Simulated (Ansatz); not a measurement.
## (ZnS)1(MgS)3 [0001] superlattice, started as wurtzite: from the cell to its phonons

The cell of (ZnS)1(MgS)3 [0001] superlattice, started as wurtzite is at rest. What are its phonons?

Program: Ansatz 0.2.0. Level of theory: DFT PBE, scalar-relativistic, plane waves, PAW. Results are calculated unless marked as measured.

The structure was built from a prototype and need not be the compound's stable phase.

The structure is trigonal, space group P3m1 (No. 156). Conventional cell: a = 3.996 Å, b = 3.996 Å, c = 12.949 Å, α = 90.00°, β = 90.00°, γ = 120.00°. Nearest to Mg lie 4 S at 2.44 to 2.47 Å. Nearest to Mg lie 4 S at 2.45 to 2.47 Å. Mg has 4 S at 2.45 to 2.48 Å nearest. Nearest to S lie 1 Zn at 2.36 Å and 3 Mg at 2.44 Å. S has 4 Mg at 2.45 to 2.47 Å nearest. Nearest to S lie 4 Mg at 2.45 to 2.47 Å. Farther neighbours and most contacts between anions are not listed.

```
space group (within 0.01 Å)                             : P3m1
volume per atom                                         : 22.4 Å³
gap on the k-mesh                                       : 2.65 eV
highest optical mode at the zone centre (no LO-TO term) : 386 cm⁻¹
top of the zone-centre spectrum with the field          : 410 cm⁻¹
lowest optical zone-centre mode                         : 55.8 cm⁻¹
mean high-frequency dielectric constant                 : 4.47
mean static dielectric constant                         : 7.55
largest Born charge (third of the trace)                : -2.04 e
imaginary modes at Γ (the only wavevector solved)       : none
```

What this shows: The structure is stable against zone-centre distortions, since no mode there is imaginary; runs at other wavevectors are not part of this account. Without the field, the optical modes at Γ span 56 to 386 cm⁻¹. The dispersion is not part of this account. With the macroscopic field of the longitudinal modes the top of the zone-centre spectrum lies at 410 cm⁻¹, against 386 cm⁻¹ without it. Lattice motion raises the mean dielectric constant from 4.469 to 7.548. The strongest infrared line is at 333 cm⁻¹. Averaged over orientations, the strongest Raman line at 532 nm and 300 K is at 68 cm⁻¹, among the modes without the field; their longitudinal partners can be Raman active too. With the field response the log warns that the k mesh is coarse for the force constants too, so the frequencies may not be converged. The starting cell was built on a prototype and not taken from a measurement, so the phase need not exist. These are harmonic frequencies at zero temperature: anharmonic shifts, linewidths and thermal expansion are left out.

What was the input of the first run?

The input that was used:

input.yaml reads:

```yaml
crystal:
  lattice:
    - [3.9958020394, 0.0, 0.0]
    - [-1.9979010197, 3.4604660746, 0.0]
    - [0.0, 0.0, 12.9485548941]
  atoms:
    - { symbol: Mg, position: [0.6666666667, 0.3333333333, 0.2447114924] }
    - { symbol: Mg, position: [0.3333333333, 0.6666666667, 0.4990292321] }
    - { symbol: Mg, position: [0.6666666667, 0.3333333333, 0.7531254508] }
    - { symbol: S, position: [0.3333333333, 0.6666666667, 0.182858344] }
    - { symbol: S, position: [0.6666666667, 0.3333333333, 0.4354688144] }
    - { symbol: S, position: [0.3333333333, 0.6666666667, 0.6896333053] }
    - { symbol: S, position: [0.6666666667, 0.3333333333, 0.9446074875] }
    - { symbol: Zn, position: [0.3333333333, 0.6666666667, 0.0005658735] }
kpoints:
  mp_grid: { grid: [6, 6, 2] }
hamiltonian:
  xc: pbe
scf:
  occupations: { method: fixed }
output:
  eigenvalues: true
phonons:
  method: dfpt
  dielectric: true
  rigid_motions: translations
  raman: true
```

Launch:

```console
ansatz run input.yaml --threads 4 --pin off --max-ram 14336MiB --backend cpu --events-out ev --progress --plain --runs-dir out
```

[Logs are printed without paths, hosts, clocks, repeated set-up lines and the standing remarks that a program may print on its own settings, such as how far it seeks lower states.]

[Hosts, paths, dates, database ids (printed as entryN), source tags and the programs' standing remarks are cut or masked in the printed files.]
